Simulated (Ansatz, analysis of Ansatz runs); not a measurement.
# N3V centre in diamond: zero-phonon line against experiment

Subject: N3V centre in diamond. Wanted: its zero-phonon line, in one set-up (PBE, 32-site cell, PBE lattice, 420 eV, k: the zone centre alone, wide Gaussian smearing). The model is a cell of 32 host atoms with 1 site emptied, N put on another atom's site, N put on another atom's site and N put on another atom's site. The excitation energy is a difference of total energies with one electron moved up within one spin channel.

What was measured. Zero-phonon line, printed as 415 nm: 2.99 eV, by optical spectroscopy (quoted in “Electron paramagnetic resonance of the N2V− defect in 15N-doped synthetic diamond”, 2015, B. L. Green et al., quoting earlier work (1978)).

Main program and level: Ansatz 0.2.0; plane-wave PAW DFT, PBE; relaxation of all atoms of a defect supercell.

## 1. Starting point

The cell holds 31 atoms: 28 C and 3 N. Its edges and angles: a = 6.186 Å, b = 6.186 Å, c = 6.186 Å, α = 109.5°, β = 109.5°, γ = 109.5°. It derives from C (space group Fd-3m). Nearest the centre at fractional (0.500, 0.500, 0.500): N25 at 1.55 Å, N26 at 1.55 Å, C31 at 1.55 Å, N22 at 1.55 Å, C2 at 2.53 Å, C4 at 2.53 Å, C6 at 2.53 Å, C5 at 2.53 Å.

The host's primitive cell comes from a first run (plane-wave PAW DFT, PBE; relaxation of the host's cell and atoms): vectors of 2.525, 2.525 and 2.525 Å. That is 5.69 Å³ an atom, 0.4 % over the diffraction cell's volume. The supercell is built on it.

## 2. Relaxation, charge 0

Every later number rests on the structure around the defect, so the atoms are relaxed at the host's lattice first.

The input, relax/input.yaml:

```yaml
relax:
  f_tol: 0.02
  max_steps: 80
  random_displacement: { amplitude: 0.02, seed: 661 }
crystal:
  lattice:
    - [-3.57158176, 3.57158176, 3.57158176]
    - [3.57158176, -3.57158176, 3.57158176]
    - [3.57158176, 3.57158176, -3.57158176]
  atoms:
    - { symbol: C, position: [0.0, 0.0, 0.5] }
    - { symbol: C, position: [0.0, 0.25, 0.25] }
    - { symbol: C, position: [0.0, 0.5, 0.0] }
    - { symbol: C, position: [0.0, 0.75, 0.75] }
    - { symbol: C, position: [0.25, 0.0, 0.25] }
    - { symbol: C, position: [0.25, 0.25, 0.0] }
    - { symbol: C, position: [0.25, 0.5, 0.75] }
    - { symbol: C, position: [0.25, 0.75, 0.5] }
    - { symbol: C, position: [0.5, 0.0, 0.0] }
    - { symbol: C, position: [0.5, 0.25, 0.75] }
    - { symbol: C, position: [0.5, 0.75, 0.25] }
    - { symbol: C, position: [0.75, 0.0, 0.75] }
    - { symbol: C, position: [0.75, 0.25, 0.5] }
    - { symbol: C, position: [0.75, 0.5, 0.25] }
    - { symbol: C, position: [0.75, 0.75, 0.0] }
    - { symbol: C, position: [0.0, 0.0, 0.25] }
    - { symbol: C, position: [0.0, 0.25, 0.0] }
    - { symbol: C, position: [0.0, 0.5, 0.75] }
    - { symbol: C, position: [0.0, 0.75, 0.5] }
    - { symbol: C, position: [0.25, 0.0, 0.0] }
    - { symbol: C, position: [0.25, 0.25, 0.75] }
    - { symbol: "N", position: [0.25, 0.5, 0.5] }
    - { symbol: C, position: [0.25, 0.75, 0.25] }
    - { symbol: C, position: [0.5, 0.0, 0.75] }
    - { symbol: "N", position: [0.5, 0.25, 0.5] }
    - { symbol: "N", position: [0.5, 0.5, 0.25] }
    - { symbol: C, position: [0.5, 0.75, 0.0] }
    - { symbol: C, position: [0.75, 0.0, 0.5] }
    - { symbol: C, position: [0.75, 0.25, 0.25] }
    - { symbol: C, position: [0.75, 0.5, 0.0] }
    - { symbol: C, position: [0.75, 0.75, 0.75] }
basis:
  ecutwfc: 420
  xc_grid: 2
hamiltonian:
  xc: pbe
kpoints:
  mp_grid: { grid: [1, 1, 1] }
magnetization:
  spin_polarized: true
  initial_magnetization: 1
  spin_locking: { lock_magnetization: hard }
scf:
  occupations: { method: gaussian, width: 1.0 }
  max_iter: 60
output:
  forces: true
checkpoint:
  write: "../relax.run"
  compress: false
  write_wavefunctions: true
  write_every: 100000
```

Launch:

```console
ansatz run input.yaml --threads 2 --pin off --max-ram 3768MiB --backend cpu --events-out ev --progress --plain --runs-dir out
```

Numbers of over 12 decimals in the logs are rounded to 6 here.

The program printed:

```text
[... repeated set-up lines and file paths are left out, and long positions are rounded to six places ...]
band count auto-derived: 100 (N_el = 127.0; filled up to band 64; 95 by the electrons, moments and atoms)
Engine: ansatz 0.2.0, aarch64-unknown-linux-gnu
Pseudopotentials: kind: paw
Pseudopotential: C, paw, valence charge 4, recommended cutoff 420 eV (normal), C.paw.azcp
Pseudopotential: N, paw, valence charge 5, recommended cutoff 420 eV (normal), N.paw.azcp
Functional definition: PBE
  parameter kappa = 0.804
  parameter beta = 0.066725
  exchange = pbe_x(kappa = kappa, mu = beta*pi^2/3)
  correlation = pbe_c(beta = beta)
Crystal: 31 atoms, lattice volume = 182.239 Å³
Basis set: ecut = 420 eV, 3559 PW (Γ), exchange–correlation on 90×90×90 points (8 copies of the dense FFT grid, shifted against one another)
Bands: 100, of which v1, the nominal top of the filled ones, is band 64 counted from 1 (63 counted from 0)
Symmetry: 1 space group operations
k-points: 1
Non-local potential: C, projectors of the file, l = 0: 2, l = 1: 2, l = 2: 1
Non-local potential: N, projectors of the file, l = 0: 2, l = 1: 2, l = 2: 1
PAW form: soft (Blöchl's): semilocal exchange-correlation on the pseudo side does not see the compensation charge
PAW one-centre angular grid: C, 110 points (default); XC on 64 Gauss nodes
PAW one-centre angular grid: N, 110 points (default); XC on 64 Gauss nodes
Initial density: superposition of atomic densities (chi_scale 0.1, normalization cell, long waves kept (reshape's long-wave potential 0.25 eV rms))
Starting moments: Σ|m| = 1 μB on 31 of 31 sites
Initial wavefunctions: pseudopotential atomic-orbital guess
Functional: x = pbe(κ = 0.804, μ = 0.219515), c = pbe(β = 0.066725)
SCF iter   1: F=—  HF=-8172.802907 eV  |F-HF|=—  |Δ(HF+E_count)|=         —  Δρ=7.39e-2 (↑7.39e-2 ↓7.12e-2)  dr2=2.95e1  dr2_m=1.42e-1  M=1.000 μB ∫|m|=1.000 μB  β_m=0.30  ethr=3.10e-3  ⟨swp⟩=5.0  Hψ=798  notcnv=0
preconditioner: auto → Kerker (q_TF=auto, 2.569 Å⁻¹)  [metal: Δε(μ)=0.759 eV  Ē_g=16.965 eV  σ=1.000 eV  W_gap=0.40  n_scr=54 (ndim 8)  ℏωp=31.0 eV  f_vac=0.000  D(μ)=1.63/eV (n_scr^D=12)]
spin=Collinear: Kerker preconditioning applied to the charge; magnetization (m = ρ↑ − ρ↓) channel mixes plain (no charge-response kernel on spin).
SCF iter   2: F=—  HF=-8169.137874 eV  |F-HF|=—  |Δ(HF+E_count)|=    3.67e0  Δρ=5.55e-2 (↑5.55e-2 ↓5.39e-2)  dr2=1.70e1  dr2_m=9.74e-2  M=1.000 μB ∫|m|=1.001 μB  β_m=0.65  ethr=3.10e-3  ⟨swp⟩=2.5  Hψ=356  notcnv=0
SCF iter   3: F=—  HF=-8163.740780 eV  |F-HF|=—  |Δ(HF+E_count)|=    5.40e0  Δρ=7.60e-3 (↑7.60e-3 ↓6.97e-3)  dr2=3.82e-1  dr2_m=7.91e-4  M=1.000 μB ∫|m|=1.039 μB  β_m=0.66  ethr=3.10e-3  ⟨swp⟩=2.0  Hψ=317  notcnv=0
SCF iter   4: F=—  HF=-8163.781705 eV  |F-HF|=—  |Δ(HF+E_count)|=   4.09e-2  Δρ=3.83e-3 (↑3.51e-3 ↓3.83e-3)  dr2=4.50e-2  dr2_m=1.47e-3  M=1.000 μB ∫|m|=1.046 μB  β_m=0.78  ethr=3.01e-4  ⟨swp⟩=3.0  Hψ=334  notcnv=0  defer=33
SCF iter   5: F=—  HF=-8163.825154 eV  |F-HF|=—  |Δ(HF+E_count)|=   4.34e-2  Δρ=1.21e-3 (↑1.03e-3 ↓1.21e-3)  dr2=5.57e-3  dr2_m=3.15e-4  M=1.000 μB ∫|m|=1.051 μB  β_m=0.75  ethr=3.55e-5  ⟨swp⟩=2.0  Hψ=293  notcnv=0  defer=33
SCF iter   6: F=—  HF=-8163.827649 eV  |F-HF|=—  |Δ(HF+E_count)|=   2.50e-3  Δρ=4.55e-4 (↑2.77e-4 ↓4.55e-4)  dr2=4.61e-4  dr2_m=9.35e-5  M=1.000 μB ∫|m|=1.054 μB  β_m=0.76  ethr=4.38e-6  ⟨swp⟩=2.0  Hψ=327  notcnv=0  defer=33
SCF iter   7: F=—  HF=-8163.827978 eV  |F-HF|=—  |Δ(HF+E_count)|=   3.29e-4  Δρ=1.55e-4 (↑9.41e-5 ↓1.55e-4)  dr2=3.36e-5  dr2_m=1.78e-5  M=1.000 μB ∫|m|=1.055 μB  β_m=0.88  ethr=3.63e-7  ⟨swp⟩=2.0  Hψ=294  notcnv=0  defer=33
SCF iter   8: F=—  HF=-8163.828021 eV  |F-HF|=—  |Δ(HF+E_count)|=   4.33e-5  Δρ=4.30e-5 (↑3.82e-5 ↓4.30e-5)  dr2=6.06e-6  dr2_m=1.45e-6  M=1.000 μB ∫|m|=1.056 μB  β_m=0.86  ethr=7.87e-9  ⟨swp⟩=4.5  Hψ=563  notcnv=0
SCF iter   9: F=—  HF=-8163.828022 eV  |F-HF|=—  |Δ(HF+E_count)|=   8.44e-7  Δρ=1.37e-5 (↑8.46e-6 ↓1.37e-5)  dr2=4.52e-7  dr2_m=1.36e-7  M=1.000 μB ∫|m|=1.056 μB  β_m=0.93  ethr=4.77e-9  ⟨swp⟩=4.0  Hψ=466  notcnv=0
SCF iter  10: F=-8163.828022 eV  HF=-8163.828022 eV  |F-HF|=4.47e-8  |Δ(HF+E_count)|=   2.24e-7  Δρ=4.16e-6 (↑3.32e-6 ↓4.16e-6)  dr2=7.73e-8  dr2_m=2.99e-9  M=1.000 μB ∫|m|=1.056 μB  ethr=3.56e-10  ⟨swp⟩=3.0  Hψ=374  notcnv=0
SCF 1 converged in 10 iterations: F = -8163.828022 eV  dr2 = 7.73e-8
  greatest PAW one-centre occupation: 0.789 electrons in one spin orbital (limit 2), on the N atom at site 21 (counted from 0), in its partial waves of l = 0
relax step   1: F+E_penalty+E_count = -8163.82802208 eV  Δ(F+E_penalty+E_count) = +0.000e0 eV  max|allowed force component| = 2.491e0 eV/Å  Δτ_max = 0.0000 Å  (10 SCF iters, dr2 threshold 1.00e-5 eV, accepted)
[... the SCF cycles and remarks between the steps are left out from here to the last step ...]
relax step   2: F+E_penalty+E_count = -8165.11701080 eV  Δ(F+E_penalty+E_count) = -1.289e0 eV  max|allowed force component| = 1.361e0 eV/Å  Δτ_max = 0.1331 Å  (6 SCF iters, dr2 threshold 1.00e-4 eV, accepted)
relax step   3: F+E_penalty+E_count = -8165.57202853 eV  Δ(F+E_penalty+E_count) = -4.550e-1 eV  max|allowed force component| = 5.255e-1 eV/Å  Δτ_max = 0.0604 Å  (6 SCF iters, dr2 threshold 1.00e-4 eV, accepted)
relax step   4: F+E_penalty+E_count = -8165.61064295 eV  Δ(F+E_penalty+E_count) = -3.861e-2 eV  max|allowed force component| = 3.235e-2 eV/Å  Δτ_max = 0.0142 Å  (4 SCF iters, dr2 threshold 4.12e-5 eV, accepted)
relax step   5: F+E_penalty+E_count = -8165.61064607 eV  Δ(F+E_penalty+E_count) = -3.120e-6 eV  max|allowed force component| = 3.210e-2 eV/Å  Δτ_max = 0.0000 Å  (4 SCF iters, accepted)
SCF iter   1: F=—  HF=-8165.610898 eV  |F-HF|=—  |Δ(HF+E_count)|=         —  Δρ=1.49e-4 (↑1.49e-4 ↓1.42e-4)  dr2=9.78e-5  dr2_m=1.33e-6  M=1.000 μB ∫|m|=1.095 μB  β_m=0.30  ethr=9.77e-7  ⟨swp⟩=4.0  Hψ=454  notcnv=0
SCF iter   2: F=—  HF=-8165.610852 eV  |F-HF|=—  |Δ(HF+E_count)|=   4.69e-5  Δρ=1.01e-4 (↑1.01e-4 ↓9.61e-5)  dr2=3.89e-5  dr2_m=6.79e-7  M=1.000 μB ∫|m|=1.095 μB  β_m=0.56  ethr=7.70e-8  ⟨swp⟩=1.0  Hψ=230  notcnv=0
SCF iter   3: F=—  HF=-8165.610843 eV  |F-HF|=—  |Δ(HF+E_count)|=   8.10e-6  Δρ=1.51e-5 (↑1.51e-5 ↓1.46e-5)  dr2=5.68e-7  dr2_m=2.06e-8  M=1.000 μB ∫|m|=1.095 μB  β_m=0.63  ethr=3.06e-8  ⟨swp⟩=2.0  Hψ=239  notcnv=0
iter 4 did not close the SCF: its close was put off for a magnetic moment that had not settled (scf_convergence_deferred on its scf_iter line)
SCF iter   4: F=-8165.610843 eV  HF=-8165.610843 eV  |F-HF|=3.31e-9  |Δ(HF+E_count)|=   4.38e-8  Δρ=3.53e-6 (↑3.53e-6 ↓3.40e-6)  dr2=4.91e-8  dr2_m=1.32e-9  M=1.000 μB ∫|m|=1.095 μB  β_m=0.76  ethr=7.87e-11  ⟨swp⟩=4.0  Hψ=578  notcnv=0
SCF iter   5: F=-8165.610843 eV  HF=-8165.610843 eV  |F-HF|=1.10e-9  |Δ(HF+E_count)|=   1.23e-8  Δρ=7.49e-7 (↑7.31e-7 ↓7.49e-7)  dr2=4.21e-9  dr2_m=5.47e-11  M=1.000 μB ∫|m|=1.095 μB  ethr=3.87e-11  ⟨swp⟩=2.0  Hψ=508  notcnv=0
SCF 6 converged in 5 iterations: F = -8165.610843 eV  dr2 = 4.21e-9
relax step   6: F+E_penalty+E_count = -8165.61084347 eV  Δ(F+E_penalty+E_count) = -1.974e-4 eV  max|allowed force component| = 1.514e-2 eV/Å  Δτ_max = 0.0014 Å  (5 SCF iters, accepted)
NSCF: frozen V_eff on 1 k-points
the band table was solved once a step of the walk had ended and its energy, with any forces and stress, was formed, with the checks that follow a solve (1086 applications of the Hamiltonian). They found nothing against the state; [...]
SCF converged after 5 iterations
Magnetization: 1.0000 μB (64.0000 up, 63.0000 down)
Absolute magnetization: 1.0956 μB (∫|ρ↑−ρ↓|, with the PAW one-centre terms)
Spin contamination: 0.0044 ħ² per cell (⟨S²⟩ above its minimum at these occupations)
Per-site moments (μB) at R_I (Å): [(0.00223768, 0.630418), (0.000490361, 0.607382), (0.00223769, 0.630419), [... 28 left out ...]
Free energy (F): -8165.610843 eV
Harris-Foulkes:  -8165.610843 eV  (|F-HF|=1.10e-9)
Internal energy: -8165.184527 eV  (E = F + TS)
E sigma→0 (E₀):  -8165.397685 eV
Entropy (-TS):   -0.426316 eV (-13.752 meV/atom)
Fermi energy:    14.744923 (↑ 15.394230, ↓ 14.359525) eV
--- Per-component energies (eV) ---
  E_band       = 460.793614
  E_kinetic    = 2982.657181
  E_local      = -2390.112015  (includes V_loc(G=0)·N_el)
  E_nonlocal   = 880.105628
  E_hartree    = 574.092449
  E_xc         = -1538.040730
  E_vxc        = -1914.395097  (∫ρ·V_xc dr)
  E_paw        = -3161.581438  (= ΣΔE_a)
  E_vpaw       = -245.647031  (= ΣTr[D̂ρ^β])
  E_aug_tail   = 0.000576  (compensation charges beyond the density's cutoff)
  E_ewald      = -5512.306178
  E_smearing   = -0.426316  (= −TS)
  E_closure    = 0.000000  (closes the sum)
  Σ components = -8165.610843   (vs F -8165.610843, Δ=0.00e0)
--- Forces (eV/Å), atoms counted from 1 ---
  atom   1  C     -0.00166381    -0.00163588    -0.00701830
  atom   2  C     -0.00281020    -0.00332302    -0.00421489
  atom   3  C     -0.00167979    -0.00797161    -0.00158350
  atom   4  C     -0.00569889    -0.00322977    -0.00397686
  atom   5  C     -0.00303090    -0.00295066    -0.00389733
  atom   6  C     -0.00389971    -0.00363499    -0.00275890
  atom   7  C      0.00750018     0.00028307     0.00502459
  atom   8  C      0.00846842     0.00488144     0.00098344
  atom   9  C     -0.00742700    -0.00145498    -0.00147847
  atom  10  C      0.00056062     0.00712064     0.00443722
  atom  11  C      0.00101069     0.00552827     0.00811183
  atom  12  C     -0.00346382    -0.00488006    -0.00317106
  atom  13  C      0.00539560     0.00796556     0.00035237
  atom  14  C      0.00496106     0.00096122     0.00795591
  atom  15  C     -0.00315321    -0.00299172    -0.00510991
  atom  16  C      0.00880810     0.00889678     0.01425341
  atom  17  C      0.00932997     0.01418985     0.00940588
  atom  18  C     -0.00267652     0.00209490     0.00195154
  atom  19  C     -0.00250476     0.00103996     0.00125246
  atom  20  C      0.01514021     0.00932437     0.01034294
  atom  21  C     -0.00474580    -0.00456501    -0.00168799
  atom  22  N     -0.00436609    -0.00566827    -0.00467935
  atom  23  C     -0.00634852    -0.00047026    -0.00619065
  atom  24  C      0.00157225    -0.00198639     0.00162081
  atom  25  N     -0.00532304    -0.00455025    -0.00435109
  atom  26  N     -0.00522310    -0.00572327    -0.00430591
  atom  27  C      0.00157601     0.00118620    -0.00281322
  atom  28  C      0.00099561    -0.00239310     0.00144965
  atom  29  C     -0.00152191    -0.00542041    -0.00544412
  atom  30  C      0.00175104     0.00173871    -0.00214409
  atom  31  C     -0.00153748    -0.00235704    -0.00231714
  max |Σ_I F_I| component: 4.79e-6 eV/Å
--- Band table (eV) ---
  k-point 0 ↑: bands = ["-9.2766", "-6.8535", "-6.8534", "-5.3461", [... 92 left out ...] "23.3883", "24.2706", "24.2707", "24.5654"]
  k-point 0 ↓: bands = ["-9.2420", "-6.8109", "-6.8108", "-5.2445", [... 92 left out ...] "23.4349", "24.2890", "24.2891", "24.6257"]
--- Relaxed structure (6 steps of the walk, 6 accepted, 0 SCFs on fresh bases) ---
  F+E_penalty+E_count = -8165.61084347 eV   max|allowed force component| = 1.514e-2 eV/Å
  atoms:
    - { symbol: C, position: [-0.000231, -0.000417, 0.500734] }
    - { symbol: C, position: [0.003400, 0.258326, 0.258876] }
    - { symbol: C, position: [-0.000230, 0.500182, 0.000138] }
    - { symbol: C, position: [-0.003299, 0.751178, 0.751727] }
    - { symbol: C, position: [0.258510, 0.003211, 0.258875] }
    - { symbol: C, position: [0.258510, 0.258323, 0.003765] }
    - { symbol: C, position: [0.243828, 0.499098, 0.742297] }
    - { symbol: C, position: [0.243828, 0.741739, 0.499647] }
    - { symbol: C, position: [0.500366, -0.000418, 0.000135] }
    - { symbol: C, position: [0.499285, 0.243642, 0.742296] }
    - { symbol: C, position: [0.499281, 0.741742, 0.244191] }
    - { symbol: C, position: [0.751358, -0.003487, 0.751726] }
    - { symbol: C, position: [0.741929, 0.243642, 0.499647] }
    - { symbol: C, position: [0.741927, 0.499098, 0.244193] }
    - { symbol: C, position: [0.751360, 0.751173, -0.002939] }
    - { symbol: C, position: [0.006956, 0.006771, 0.258569] }
    - { symbol: C, position: [0.006957, 0.258016, 0.007323] }
    - { symbol: C, position: [-0.005626, 0.498622, 0.750340] }
    - { symbol: C, position: [-0.005620, 0.749790, 0.499175] }
    - { symbol: C, position: [0.258198, 0.006763, 0.007319] }
    - { symbol: C, position: [0.250092, 0.249907, 0.743455] }
    - { symbol: N, position: [0.229988, 0.501308, 0.501864] }
    - { symbol: C, position: [0.250092, 0.742911, 0.250458] }
    - { symbol: C, position: [0.498805, -0.005811, 0.750339] }
    - { symbol: N, position: [0.501495, 0.229797, 0.501862] }
    - { symbol: N, position: [0.501496, 0.501310, 0.230357] }
    - { symbol: C, position: [0.498811, 0.749789, -0.005257] }
    - { symbol: C, position: [0.749975, -0.005807, 0.499175] }
    - { symbol: C, position: [0.743092, 0.249908, 0.250458] }
    - { symbol: C, position: [0.749973, 0.498620, -0.005258] }
    - { symbol: C, position: [0.776910, 0.776723, 0.777272] }
```

The job ended after 31 s (2 threads of Arm Neoverse N1, shared host; peak memory 0.4 GiB).

The run converged, but on settings that a careful run would not use, so its numbers are not the defect's.

[end of part 1 of 2]

[Logs are printed without paths, hosts, clocks, repeated set-up lines and the standing remarks that a program may print on its own settings, such as how far it seeks lower states.]

[Hosts, paths, dates, database ids (printed as entryN), source tags and the programs' standing remarks are cut or masked in the printed files.]

[For some hosts the program warned that the k-mesh of the response run may be too coarse for force constants and the static dielectric constant; such warnings are not shown here.]
